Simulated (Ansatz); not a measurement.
## A convergence test on Te3As2 (Kalgoorlieite): k mesh of the density

Wanted: the cheapest k mesh of the density that holds the LDA gap of Te3As2 (Kalgoorlieite).

Calculated with Ansatz 0.2.0; DFT, LDA, plane waves, PAW.

### Step 1. The system as given

Symmetry: C2/m, No. 12, monoclinic system. Conventional cell: a = 14.357 Å, b = 4.020 Å, c = 9.899 Å, α = 90.00°, β = 95.11°, γ = 90.00°. Nearest to Te lie 3 As at 2.74 to 2.99 Å. Nearest to Te lie 3 As at 2.65 to 2.95 Å. Nearest to Te lie 3 As at 2.76 to 2.82 Å. Nearest to As lie 6 Te at 2.76 to 2.99 Å. Nearest to As lie 3 Te at 2.65 to 2.74 Å. Farther neighbours, and contacts between anions beyond the nearest, are not listed.

The cell and positions come from the Crystallography Open Database and are kept as given unless a step says otherwise. The default PAW set here is soft_2. Its files were made with PBE.

### Step 2. k mesh of the density: 2×2×1

Contents of input.yaml:

```yaml
crystal:
  lattice:
    - [7.17865, -2.00995, 0.0]
    - [7.17865, 2.00995, 0.0]
    - [-0.8811692412, 0.0, 9.859702925]
  atoms:
    - { symbol: Te, position: [0.0289, 0.0289, 0.2868] }
    - { symbol: Te, position: [0.9711, 0.9711, 0.7132] }
    - { symbol: Te, position: [0.7777, 0.7777, 0.339] }
    - { symbol: Te, position: [0.2223, 0.2223, 0.661] }
    - { symbol: Te, position: [0.3744, 0.3744, 0.0355] }
    - { symbol: Te, position: [0.6256, 0.6256, 0.9645] }
    - { symbol: As, position: [0.2026, 0.2026, 0.1408] }
    - { symbol: As, position: [0.7974, 0.7974, 0.8592] }
    - { symbol: As, position: [0.6133, 0.6133, 0.4406] }
    - { symbol: As, position: [0.3867, 0.3867, 0.5594] }
kpoints:
  mp_grid: { grid: [2, 2, 1] }
  band_path:
    path:
      - [0.0, 0.0, 0.0]
      - [-0.26975513, 0.26975513, 0.0]
      - [-0.73024487, -0.26975513, 0.0]
      - [-0.5, -0.5, 0.0]
      - [-0.5, -0.5, 0.5]
      - [-0.73279539, -0.26720461, 0.5]
      - [-0.26720461, 0.26720461, 0.5]
      - [0.0, 0.0, 0.5]
      - [-0.592097948, -0.407902052, 0.0]
      - [0.0, 0.0, 0.3]
    npoints: 1
hamiltonian:
  xc: lda
scf:
  occupations: { method: fixed }
  n_extra_bands: 7
output:
  eigenvalues: true
  forces: true
  stress: true
```

Started as:

```sh
> ansatz run input.yaml --threads 3 --pin off --max-ram 92160MiB --backend cuda --events-out ev --progress --plain --runs-dir out --devices 1 --max-vram 13GiB
```

The log of the run:

```text
scf.n_extra_bands = 7 over 78 filled bands (N_el = 156.0): the run solves 85 bands
GPUs: using 1 of 1 available (devices: 1).
Engine: ansatz 0.2.0, x86_64-unknown-linux-gnu
Pseudopotentials: kind: paw
Pseudopotential: Te, paw, valence charge 16, recommended cutoff 420 eV (normal), Te.paw.azcp
Pseudopotential: As, paw, valence charge 15, recommended cutoff 420 eV (normal), As.paw.azcp
Functional definition: SPW92
  exchange = slater_x
  correlation = pw_c
device memory: the entry about to start is reckoned to put 6.1 GiB on a device that reports 48.6 GiB free (of which the cap on the GPU budget leaves the run 13.0 GiB)
GPU FFT provider: cuFFT
GPU libraries: cuBLAS 13.8.2, cuFFT 12.4.0, cuSOLVER 12.3.4
Crystal: 10 atoms, lattice volume = 284.526 Å³
Basis set: ecut = 420 eV, 5571 PW (Γ)
Bands: 85, of which v1, the nominal top of the filled ones, is band 78 counted from 1 (77 counted from 0)
Symmetry: 4 space group operations
Space group: C2/m (ITA 12), of the structure as read, at distance tolerance 6.6e-5 Å
k-points: 3 of 4
Non-local potential: Te, projectors of the file, l = 0: 2, l = 1: 2, l = 2: 2, l = 3: 2
Non-local potential: As, projectors of the file, l = 0: 2, l = 1: 2, l = 2: 3, l = 3: 1
PAW form: soft (Blöchl's): semilocal exchange-correlation on the pseudo side does not see the compensation charge
PAW frozen core: Te, regenerated for the run's functional, and the local potential with it (the file was generated under x = pbe(κ = 0.804, μ = 0.219515), c = pbe(β = 0.066725))
PAW frozen core: As, regenerated for the run's functional, and the local potential with it (the file was generated under x = pbe(κ = 0.804, μ = 0.219515), c = pbe(β = 0.066725))
PAW one-centre angular grid: Te, 590 points (default); XC on 64 Gauss nodes
PAW one-centre angular grid: As, 590 points (default); XC on 64 Gauss nodes
Initial density: superposition of atomic densities (neutral atoms: chi_scale 0, normalization atom), corrected by the library's trained network
Initial wavefunctions: pseudopotential atomic-orbital guess
GPU buffer pool allocated for 180000 grid points (all kernels)
GPU transforms: local potential and band sums: pruned to the plane-wave sphere, on 50×50×72
Functional: x = slater, c = lda
SCF iter   1: F=—  HF=-60057.664451 eV  |F-HF|=—  |Δ(HF+E_count)|=         —  Δρ=6.08e-3  dr2=1.89e-1  ethr=1.77e-3  ⟨swp⟩=5.0  Hψ=844  notcnv=0  defer=12
preconditioner: auto → Resta (q_TF=auto, 2.468 Å⁻¹)  ε∞=6.0  [insulator: Δε(μ)=0.849 eV  Ē_g=7.399 eV  n_scr=66 (ndim 8)  ℏωp=16.5 eV  f_vac=0.017  ε∞_Penn≈6.0]
SCF iter   2: F=—  HF=-60057.619220 eV  |F-HF|=—  |Δ(HF+E_count)|=   4.52e-2  Δρ=3.06e-3  dr2=3.05e-2  ethr=1.21e-4  ⟨swp⟩=2.7  Hψ=327  notcnv=0  defer=15
SCF iter   3: F=—  HF=-60057.611192 eV  |F-HF|=—  |Δ(HF+E_count)|=   8.03e-3  Δρ=8.91e-4  dr2=3.72e-3  ethr=1.95e-5  ⟨swp⟩=3.0  Hψ=333  notcnv=0  defer=15
SCF iter   4: F=—  HF=-60057.610720 eV  |F-HF|=—  |Δ(HF+E_count)|=   4.72e-4  Δρ=2.82e-4  dr2=7.68e-4  ethr=2.39e-6  ⟨swp⟩=2.0  Hψ=334  notcnv=0  defer=15
SCF iter   5: F=—  HF=-60057.610484 eV  |F-HF|=—  |Δ(HF+E_count)|=   2.36e-4  Δρ=1.04e-4  dr2=4.26e-5  ethr=4.92e-7  ⟨swp⟩=2.0  Hψ=374  notcnv=0  defer=14
SCF iter   6: F=—  HF=-60057.610817 eV  |F-HF|=—  |Δ(HF+E_count)|=   3.33e-4  Δρ=3.51e-5  dr2=4.65e-6  ethr=2.73e-8  ⟨swp⟩=2.0  Hψ=395  notcnv=0  defer=7
SCF iter   7: F=—  HF=-60057.610815 eV  |F-HF|=—  |Δ(HF+E_count)|=   1.63e-6  Δρ=1.07e-5  dr2=4.70e-7  ethr=2.98e-9  ⟨swp⟩=2.0  Hψ=392  notcnv=0  defer=7
SCF iter   8: F=-60057.610815 eV  HF=-60057.610815 eV  |F-HF|=3.62e-8  |Δ(HF+E_count)|=  3.27e-10  Δρ=3.99e-6  dr2=7.78e-8  ethr=6.41e-11  ⟨swp⟩=11.0  Hψ=1331  notcnv=0
SCF 1 converged in 8 iterations: F = -60057.610815 eV  dr2 = 7.78e-8
[...]
device memory: the entry about to start is reckoned to put 4.0 GiB on a device that reports 48.6 GiB free (of which the cap on the GPU budget leaves the run 13.0 GiB)
NSCF: frozen V_eff on 10 k-points
SCF converged after 8 iterations
Free energy (F): -60057.610815 eV
Harris-Foulkes:  -60057.610815 eV  (|F-HF|=3.62e-8)
Internal energy: -60057.610815 eV  (E = F + TS)
E sigma→0 (E₀):  -60057.610815 eV
Fermi energy:    8.552886 eV
--- Per-component energies (eV) ---
  E_band       = -2558.679800
  E_kinetic    = 1500.121519
  E_local      = -15042.056225  (includes V_loc(G=0)·N_el)
  E_nonlocal   = -4491.511476
  E_hartree    = 8900.602400
  E_xc         = -1058.986605
  E_vxc        = -946.967239  (∫ρ·V_xc dr)
  E_paw        = -34069.578109  (= ΣΔE_a)
  E_vpaw       = -1379.477741  (= ΣTr[D̂ρ^β])
  E_aug_tail   = -0.001168  (compensation charges beyond the density's cutoff)
  E_ewald      = -15808.574038
  E_core_change = 12.372887  (= ΣΔE_core)
  E_smearing   = -0.000000  (= −TS)
  E_closure    = -0.000000  (closes the sum)
  Σ components = -60057.610815   (vs F -60057.610815, Δ=0.00e0)
--- Forces (eV/Å), atoms counted from 1 ---
  atom   1  Te     0.44079204     0.00000000     0.15147029
  atom   2  Te    -0.44079204     0.00000000    -0.15147029
  atom   3  Te    -0.25626447     0.00000000     0.20611015
  atom   4  Te     0.25626447     0.00000000    -0.20611015
  atom   5  Te    -0.54481491     0.00000000    -0.10669540
  atom   6  Te     0.54481491     0.00000000     0.10669540
  atom   7  As     0.09157734     0.00000000    -0.23860426
  atom   8  As    -0.09157734     0.00000000     0.23860426
  atom   9  As     0.02227915     0.00000000    -0.31672950
  atom  10  As    -0.02227915     0.00000000     0.31672950
  max |Σ_I F_I| component: 1.04e-17 eV/Å
--- Stress (GPa, compression-positive) ---
       -3.850597       0.000000       0.380675
        0.000000       4.210203       0.000000
        0.380674       0.000000      -5.338656
  P = ⅓ Tr σ = -1.6597 GPa (-16.597 kbar)
--- Band table (eV) ---
  k-point 0: bands = [... 74 lower, 8.2735, 8.4050, 8.5424, 8.5529, 10.0889, 10.2942, 10.5814, 10.7880, ... 3 higher]
  k-point 1: bands = [... 74 lower, 7.7114, 7.7871, 8.2184, 8.2301, 9.9355, 10.4355, 10.4636, 11.0276, ... 3 higher]
  k-point 2: bands = [... 74 lower, 8.0986, 8.1108, 8.2358, 8.3856, 9.3960, 9.7496, 10.6288, 10.6685, ... 3 higher]
```

It took 11 s on 1 × NVIDIA H100 80GB HBM3 (shared by 6 runs) with 3 threads of AMD EPYC 7R13 (Zen 3), shared host; peak memory 0.98 GiB.

Numbers from this step:

| Quantity | Value |
| --- | --- |
| pressure | -1.660 GPa |
| gap | 0.4098 eV |
| valence top at | k = (0.000, 0.000, 0.300) |
| conduction bottom at | M_2 |
| least direct gap | 0.4684 eV |

The gap is indirect, with the least direct gap 0.06 eV higher.

### Step 3. k mesh of the density: 4×4×2

input.yaml, as its differences from that of step 2:

```diff
@@ -17,3 +17,3 @@
 kpoints:
-  mp_grid: { grid: [2, 2, 1] }
+  mp_grid: { grid: [4, 4, 2] }
   band_path:
```

The log of the run:

```text
[...]
GPUs: using 1 of 1 available (devices: 1).
[...]
GPU FFT provider: cuFFT
GPU libraries: cuBLAS 13.8.2, cuFFT 12.4.0, cuSOLVER 12.3.4
Crystal: 10 atoms, lattice volume = 284.526 Å³
Basis set: ecut = 420 eV, 5571 PW (Γ)
Bands: 85, of which v1, the nominal top of the filled ones, is band 78 counted from 1 (77 counted from 0)
[... 1 set-up line as in the run before ...]
[...]
k-point 0: bands = [... 74 lower, 8.3232, 8.3565, 8.5261, 8.5311, 10.0159, 10.2685, 10.5645, 10.7710, ... 3 higher]
  k-point 1: bands = [... 74 lower, 8.4280, 8.6151, 8.7356, 8.7826, 9.6984, 9.7778, 10.1381, 10.2908, ... 3 higher]
  k-point 2: bands = [... 74 lower, 8.1530, 8.3478, 8.5212, 8.7110, 10.0141, 10.3015, 10.3066, 10.4965, ... 3 higher]
  k-point 13: bands = [... 74 lower, 8.3681, 8.6265, 8.7234, 8.8128, 9.3450, 9.4316, 9.8836, 10.4459, ... 3 higher]
[key lines of the parts left out:]
SCF converged after 8 iterations
Free energy (F): -60057.857553 eV
Fermi energy:    8.863061 eV
P = ⅓ Tr σ = -1.9618 GPa (-19.618 kbar)
```

The job ended after 9.6 s (1 × NVIDIA H100 80GB HBM3 (shared by 6 runs) with 3 threads; peak memory 0.98 GiB).

Read from the output:

| Quantity | Value |
| --- | --- |
| pressure | -1.962 GPa |
| gap | 0.3746 eV |
| valence top at | k = (-0.592, -0.408, 0.000) |
| conduction bottom at | M_2 |
| least direct gap | 0.4280 eV |

The gap is 0.375 eV, −0.035 eV from the run before at this level.

### Step 4. k mesh of the density: 6×6×2 (the default)

input.yaml, the sections that differ from step 3:

```yaml
kpoints:
  mp_grid: { grid: [6, 6, 2] }
  band_path:
    path:
      - [[0.0, 0.0, 0.0], [-0.26975513, 0.26975513, 0.0]]
      - [[-0.73024487, -0.26975513, 0.0], [-0.5, -0.5, 0.0], [0.0, 0.0, 0.0], [-0.5, -0.5, 0.5], [-0.73279539, -0.26720461, 0.5]]
      - [[-0.26720461, 0.26720461, 0.5], [0.0, 0.0, 0.5], [0.0, 0.0, 0.0]]
      - [[-0.5, 0.0, 0.5], [0.0, 0.0, 0.0], [-0.5, 0.0, 0.0]]
    npoints: 10
scf:
  occupations: { method: fermi_dirac, width: 0.02 }
  n_extra_bands: 7
output:
  eigenvalues: true
  forces: true
  stress: true
  write_density: true
  write_potential: true
  elf: true
  volumetric_format: npy
# crystal, hamiltonian: as in step 3
```

The log of the run:

```text
[...]
GPUs: using 1 of 1 available (devices: 1).
[...]
GPU FFT provider: cuFFT
GPU libraries: cuBLAS 13.8.2, cuFFT 12.4.0, cuSOLVER 12.3.4
Crystal: 10 atoms, lattice volume = 284.526 Å³
Basis set: ecut = 420 eV, 5571 PW (Γ)
Bands: 85, of which v1, the nominal top of the filled ones, is band 78 counted from 1 (77 counted from 0)
[... 1 set-up line as in the run before ...]
[...]
k-point 0: bands = [... 74 lower, 8.3222, 8.3575, 8.5278, 8.5340, 10.0150, 10.2712, 10.5641, 10.7729, ... 3 higher]
  k-point 1: bands = [... 74 lower, 8.4339, 8.6169, 8.7376, 8.7799, 9.6993, 9.7789, 10.1378, 10.2914, ... 3 higher]
  k-point 2: bands = [... 74 lower, 8.2154, 8.4199, 8.5979, 8.8843, 10.1379, 10.2459, 10.4262, 10.6484, ... 3 higher]
  k-point 25: bands = [... 74 lower, 8.3660, 8.6282, 8.7208, 8.8196, 9.3462, 9.4314, 9.8837, 10.4467, ... 3 higher]
[key lines of the parts left out:]
SCF converged after 8 iterations
Free energy (F): -60057.844111 eV
Fermi energy:    9.157778 eV
P = ⅓ Tr σ = -1.8724 GPa (-18.724 kbar)
```

The job ended after 15 s (1 × NVIDIA H100 80GB HBM3 (shared by 6 runs) with 3 threads; peak memory 1.2 GiB; 31 s of CPU time).

Read from the output:

```
pressure             : -1.872 GPa
gap                  : 0.3758 eV
valence top at       : k = (-0.592, -0.408, 0.000)
conduction bottom at : M_2
least direct gap     : 0.4246 eV
```

The gap is 0.376 eV, +0.001 eV from the run before at this level.

### Step 5. k mesh of the density: 8×8×4

input.yaml, the sections that differ from step 4:

```yaml
kpoints:
  mp_grid: { grid: [8, 8, 4] }
  band_path:
    path:
      - [0.0, 0.0, 0.0]
      - [-0.26975513, 0.26975513, 0.0]
      - [-0.73024487, -0.26975513, 0.0]
      - [-0.5, -0.5, 0.0]
      - [-0.5, -0.5, 0.5]
      - [-0.73279539, -0.26720461, 0.5]
      - [-0.26720461, 0.26720461, 0.5]
      - [0.0, 0.0, 0.5]
      - [-0.592097948, -0.407902052, 0.0]
      - [0.0, 0.0, 0.3]
    npoints: 1
scf:
  occupations: { method: fixed }
  n_extra_bands: 7
# crystal, hamiltonian, output: as in step 4
```

The log of the run:

```text
[...]
GPUs: using 1 of 1 available (devices: 1).
[...]
GPU FFT provider: cuFFT
GPU libraries: cuBLAS 13.8.2, cuFFT 12.4.0, cuSOLVER 12.3.4
Crystal: 10 atoms, lattice volume = 284.526 Å³
Basis set: ecut = 420 eV, 5571 PW (Γ)
Bands: 85, of which v1, the nominal top of the filled ones, is band 78 counted from 1 (77 counted from 0)
[... 1 set-up line as in the run before ...]
[...]
k-point 0: bands = [... 74 lower, 8.3165, 8.3601, 8.5271, 8.5326, 10.0175, 10.2707, 10.5641, 10.7731, ... 3 higher]
  k-point 1: bands = [... 74 lower, 8.3217, 8.6353, 8.6510, 8.9105, 9.4630, 10.2469, 10.2784, 10.5497, ... 3 higher]
  k-point 2: bands = [... 74 lower, 8.4295, 8.6167, 8.7383, 8.7706, 9.7013, 9.7789, 10.1383, 10.2904, ... 3 higher]
  k-point 77: bands = [... 74 lower, 8.3626, 8.6298, 8.7116, 8.8153, 9.3464, 9.4326, 9.8843, 10.4472, ... 3 higher]
[key lines of the parts left out:]
SCF converged after 8 iterations
Free energy (F): -60057.867996 eV
Fermi energy:    8.910506 eV
P = ⅓ Tr σ = -1.9164 GPa (-19.164 kbar)
```

It took 20 s on 1 × NVIDIA H100 80GB HBM3 (shared by 6 runs) with 3 threads; peak memory 1.6 GiB; 34 s of CPU time.

This step gave:

* pressure: -1.916 GPa
* gap: 0.3821 eV
* valence top at: k = (-0.592, -0.408, 0.000)
* conduction bottom at: M_2
* least direct gap: 0.4249 eV

The gap is 0.382 eV, +0.006 eV from the run before at this level.

### Step 6. The series

Differences are against the last row; a negative gap means that bands overlap, and a run with a band path holds that path's time. Times are wall times on 1 × NVIDIA H100 80GB HBM3 (shared by 6 runs) with 3 threads of AMD EPYC 7R13 (Zen 3), shared host, good to a factor of about two.

| k mesh of the density | gap (eV) | direct gap (eV) | gap error (eV) | energy error (meV/atom) | irreducible k | time |
| --- | --- | --- | --- | --- | --- | --- |
| 2×2×1 | 0.410 | 0.468 | +0.028 | +25.7 | 3 | 11 s |
| 4×4×2 | 0.375 | 0.428 | −0.007 | +1.0 | 14 | 9.6 s |
| 6×6×2 | 0.376 | 0.425 | −0.006 | +2.4 | 26 | 15 s |
| 8×8×4 | 0.382 | 0.425 | +0.000 | +0.0 | 78 | 20 s |

### Step 7. Summary of results

```
2×2×1 : 0.410 eV
4×4×2 : 0.375 eV
6×6×2 : 0.376 eV
8×8×4 : 0.382 eV
```

The gap holds to 0.02 eV from 4×4×2 on. At 2×2×1 the gap is off by +0.028 eV and the energy by +26 meV/atom. The gap is read over the mesh and added points near the edges, so meshes differ mainly through the density and, for a hybrid, the exchange operator.

[Long decimals in the printed logs are rounded to 6 places.]

[Logs are printed without paths, hosts, clocks, repeated set-up lines and the standing remarks that a program may print on its own settings, such as how far it seeks lower states.]

[Paths, hosts, dates, memory and timing lines, banners, echoed tables and standing remarks are left out of the program output; an Ansatz launch command may be rebuilt from the run's recorded settings. Measured values are a selection of at most five: reports struck by readers or far from the other reports are left out. None is set beside runs whose start may be inverted or whose files or cutoffs have a known fault.]

[Runs of the session that timed out or met a known fault of the program may be left out.]

[Cells called generated may have been cut or substituted from an entry of the Crystallography Open Database or the Materials Project.]

[Hosts, paths, dates, database ids (printed as entryN), source tags and the programs' standing remarks are cut or masked in the printed files.]

[Where the starting crystal was built by hand or by swapping elements, it need not be the compound's stable phase.]
